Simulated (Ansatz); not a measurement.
# BaCoS3 (cubic perovskite) (Pm-3m): how robust is the cRPA U?, part 2 of 2

What does U in BaCoS3 (cubic perovskite) (Pm-3m) depend on besides the window?

Ansatz 0.2.0; constrained RPA on LDA, plane waves, PAW.

So far. Step 4 (Changed: accuracy low): On the Co d shell, screening brings the on-site interaction from 23.4 eV down to U = 6.59 eV. Step 5 (Changed: smooth pair densities): On the Co d shell, screening brings the on-site interaction from 23.4 eV down to U = 6.66 eV.

The structure was built from a prototype and need not be the compound's stable phase.

**6. Changed: a keyword of another program**

Contents of input.yaml:

```yaml
crystal:
  lattice:
    - [0.0, -4.51670868, 0.0]
    - [0.0, 0.0, 4.51670868]
    - [-4.51670868, 0.0, 0.0]
  atoms:
    - { symbol: Ba, position: [0.0, 0.0, 0.0] }
    - { symbol: Co, position: [0.5, 0.5, 0.5] }
    - { symbol: S, position: [0.5, 0.5, 0.0] }
    - { symbol: S, position: [0.5, 0.0, 0.5] }
    - { symbol: S, position: [0.0, 0.5, 0.5] }
kpoints:
  mp_grid: { grid: [6, 6, 6] }
hamiltonian:
  xc: lda
scf:
  occupations: { method: gaussian, width: 0.08 }
  n_extra_bands: 19
  max_iter: 150
  lower_state_search: "off"
output:
  crpa:
    kmesh: [4, 4, 4]
    target_bands: [v12, c2]
    projections: [{ species: Co, l: d, shell: 3 }, { species: S, l: p, shell: 3 }]
    LDISENTANGLED: 1
```

Command:

```bash
$ ansatz run input.yaml --threads 4 --pin off --max-ram 9216MiB --backend cpu --events-out ev --progress --plain --runs-dir out
```

Numbers of over 12 decimals in the logs are rounded to 6 here.

The program printed:

```text
Error: YAML parse error: error: line 26 column 5: unknown field `LDISENTANGLED`, expected one of accuracy, bounded_pairs, pair_densities, n_empty_bands, n_guard_bands, ecut_chi, kmesh, target_bands, projections
  --> <input>:26:5
   |
24 |     target_bands: [v12, c2]
25 |     projections: [{ species: Co, l: d, shell: 3 }, { species: S, l: p…
26 |     LDISENTANGLED: 1
   |     ^ unknown field `LDISENTANGLED`, expected one of accuracy, bounded_pairs, pair_densities, n_empty_bands, n_guard_bands, ecut_chi, kmesh, target_bands, projections
```

Elapsed: 0.02 s, on 4 threads of Arm Neoverse V2, shared host; peak memory 0.023 GiB.

The program refused the input before any cycle.

The program's message: “Error: YAML parse error: error: line 26 column 5: unknown field `LDISENTANGLED`, expected one of accuracy, bounded_pairs, pair_densities, n_empty_bands, n_guard_bands, ecut_chi, kmesh, target_bands, p …”

The fault put into this input: a keyword of another program.

**7. Changed: volume +6 %**

The cell differs from the one that the last finished run ended in (a 4.517 → 4.605 Å, b 4.517 → 4.605 Å, c 4.517 → 4.605 Å).

input.yaml, the sections that differ from step 6:

```yaml
crystal:
  lattice:
    - [0.0, -4.6052940853, 0.0]
    - [0.0, 0.0, 4.6052940853]
    - [-4.6052940853, 0.0, 0.0]
  atoms:
    - { symbol: Ba, position: [0.0, 0.0, 0.0] }
    - { symbol: Co, position: [0.5, 0.5, 0.5] }
    - { symbol: S, position: [0.5, 0.5, 0.0] }
    - { symbol: S, position: [0.5, 0.0, 0.5] }
    - { symbol: S, position: [0.0, 0.5, 0.5] }
output:
  crpa:
    kmesh: [4, 4, 4]
    target_bands: [v12, c2]
    projections: [{ species: Co, l: d, shell: 3 }, { species: S, l: p, shell: 3 }]
  local_orbitals:
    kmesh: [8, 8, 8]
    orbitals: [{ species: Co, l: d, shell: 3 }, { species: S, l: p, shell: 3 }]
    window: { bands: [v12, c2] }
    seedname: lo
# kpoints, hamiltonian, scf: as in step 6
```

The program printed:

```text
[...]
Crystal: 5 atoms, lattice volume = 97.672 Å³
Basis set: ecut = 420 eV, 1935 PW (Γ)
Bands: 42, of which v1, the nominal top of the filled ones, is band 23 counted from 1 (22 counted from 0)
Symmetry: 48 space group operations
[...]
k-points: 20 of 216
[...]
screened: U = 4.1937 eV, U' = 3.3379 eV, J = 0.4048 eV
      screened, to within: U = 3.8e-3 eV, U' = 3.8e-3 eV, J = 5.3e-4 eV
      bare: V = 11.7867 eV, V' = 10.4825 eV, J = 0.6127 eV
    Site 4, 3P, 3 of 3 p orbitals (Wannier functions 12, 13, 14; wannier90's mr 1, 2, 3):
      screened: U = 4.1937 eV, U' = 3.3379 eV, J = 0.4048 eV
      screened, to within: U = 3.8e-3 eV, U' = 3.8e-3 eV, J = 5.3e-4 eV
      bare: V = 11.7867 eV, V' = 10.4825 eV, J = 0.6127 eV
[...]
[key lines of the parts left out:]
SCF converged after 8 iterations
Free energy (F): -13455.264554 eV
Fermi energy:    9.121294 eV
```

Elapsed: 6.1 min, on 4 threads; peak memory 0.96 GiB; 23 min of CPU time.

This step gave:

| Item | Value |
| --- | --- |
| U | 6.841 eV |
| U prime (inter-orbital) | 5.523 eV |
| J | 0.6572 eV |
| bare V | 23.54 eV |
| bare J | 0.8034 eV |
| stated bound on U | 0.006877 eV |
| U over bare V | 0.2907 |
| electrons in the window | 23.00 |
| head of the constrained inverse dielectric matrix | 0.2414 |
| least eigenvalue of the projection's overlap | 0.6318 |
| target functions | 14 |
| bands in the sums | 50 |
| r.m.s. miss of the model bands | 5.23e-4 eV |
| width of the target bands | 10.17 eV |
| weight of the projected orbitals in the window | 0.9370 |

On the Co d shell, screening brings the on-site interaction from 23.5 eV down to U = 6.84 eV.

**8. Changed: volume +3 %**

The cell differs from the one that the last finished run ended in (a 4.605 → 4.561 Å, b 4.605 → 4.561 Å, c 4.605 → 4.561 Å).

Edit input.yaml of step 7 so:

```diff
@@ -2,5 +2,5 @@
   lattice:
-    - [0.0, -4.6052940853, 0.0]
-    - [0.0, 0.0, 4.6052940853]
-    - [-4.6052940853, 0.0, 0.0]
+    - [0.0, -4.5614314765, 0.0]
+    - [0.0, 0.0, 4.5614314765]
+    - [-4.5614314765, 0.0, 0.0]
   atoms:
```

The program printed:

```text
[...]
Crystal: 5 atoms, lattice volume = 94.908 Å³
Basis set: ecut = 420 eV, 1863 PW (Γ)
Bands: 42, of which v1, the nominal top of the filled ones, is band 23 counted from 1 (22 counted from 0)
Symmetry: 48 space group operations
[...]
k-points: 20 of 216
[...]
screened: U = 4.1553 eV, U' = 3.3012 eV, J = 0.4042 eV
      screened, to within: U = 3.8e-3 eV, U' = 3.8e-3 eV, J = 5.2e-4 eV
      bare: V = 11.7880 eV, V' = 10.4841 eV, J = 0.6127 eV
    Site 4, 3P, 3 of 3 p orbitals (Wannier functions 12, 13, 14; wannier90's mr 1, 2, 3):
      screened: U = 4.1553 eV, U' = 3.3012 eV, J = 0.4042 eV
      screened, to within: U = 3.8e-3 eV, U' = 3.8e-3 eV, J = 5.2e-4 eV
      bare: V = 11.7880 eV, V' = 10.4841 eV, J = 0.6127 eV
[...]
[key lines of the parts left out:]
SCF converged after 9 iterations
Free energy (F): -13455.327693 eV
Fermi energy:    9.540362 eV
```

It took 6 min on 4 threads; peak memory 0.95 GiB; 23 min of CPU time.

Numbers from this step:

```yaml
u: 6.724 eV
u_prime_inter_orbital: 5.414 eV
j: 0.6530 eV
bare_v: 23.45 eV
bare_j: 0.7995 eV
stated_bound_on_u: 0.006779 eV
u_over_bare_v: 0.2867
electrons_in_the_window: 23.00
head_of_the_constrained_inverse_dielectric_matrix: 0.2367
least_eigenvalue_of_the_projection_s_overlap: 0.6287
target_functions: 14
bands_in_the_sums: 50
r_m_s_miss_of_the_model_bands: 6.17e-4 eV
width_of_the_target_bands: 10.49 eV
weight_of_the_projected_orbitals_in_the_window: 0.9346
```

On the Co d shell, screening brings the on-site interaction from 23.4 eV down to U = 6.72 eV.

**9. Side by side**

Times are wall times on 4 threads of Arm Neoverse V2, shared host, good to a factor of about two.

```tsv
run	bare V (eV)	U (eV)	J (eV)	bound on U (eV)	width (eV)	time
target window	23.36	6.601	0.648	0.0067	10.83	6.2 min
2×2×2 mesh	23.58	6.527	0.654	0.0067	10.83	32 s
accuracy low	23.36	6.585	0.648	0.0881	10.83	3.4 min
smooth pair densities	23.36	6.664	0.692	0.0244	10.83	4.8 min
volume +6 %	23.54	6.841	0.657	0.0069	10.17	6.1 min
volume +3 %	23.45	6.724	0.653	0.0068	10.49	6 min
```

**10. Results**

```json
{
  "target window": "U 6.60 eV, J 0.65 eV",
  "2×2×2 mesh": "U 6.53 eV, J 0.65 eV",
  "accuracy low": "U 6.59 eV, J 0.65 eV",
  "smooth pair densities": "U 6.66 eV, J 0.69 eV",
  "volume +6 %": "U 6.84 eV, J 0.66 eV",
  "volume +3 %": "U 6.72 eV, J 0.65 eV"
}
```

What this shows: 2×2×2 mesh moves U by −0.07 eV at 0.086 times the time. Accuracy low moves U by −0.02 eV (within the solver's bounds, for the mean over orbitals). Smooth pair densities moves U by +0.06 eV. Volume +6 % moves U by +0.24 eV. Volume +3 % moves U by +0.12 eV. The printed bound covers the solver alone, not the mesh, and no denser mesh than the base was run. The parent state is non-magnetic and the interaction static (zero frequency); U depends on the window and the orbitals, so it belongs to this model alone. A window that holds the anion p bands defines a model with explicit ligands; its U belongs to that model and is not the U of DFT+U.

[Paths, hosts, dates, memory and timing lines, banners, echoed tables and standing remarks are left out of the program output.]

[Logs are printed without paths, hosts, clocks, repeated set-up lines and the standing remarks that a program may print on its own settings, such as how far it seeks lower states.]

[Runs of the session that timed out or met a known fault of the program may be left out.]

[Hosts, paths, dates, database ids (printed as entryN), source tags and the programs' standing remarks are cut or masked in the printed files.]
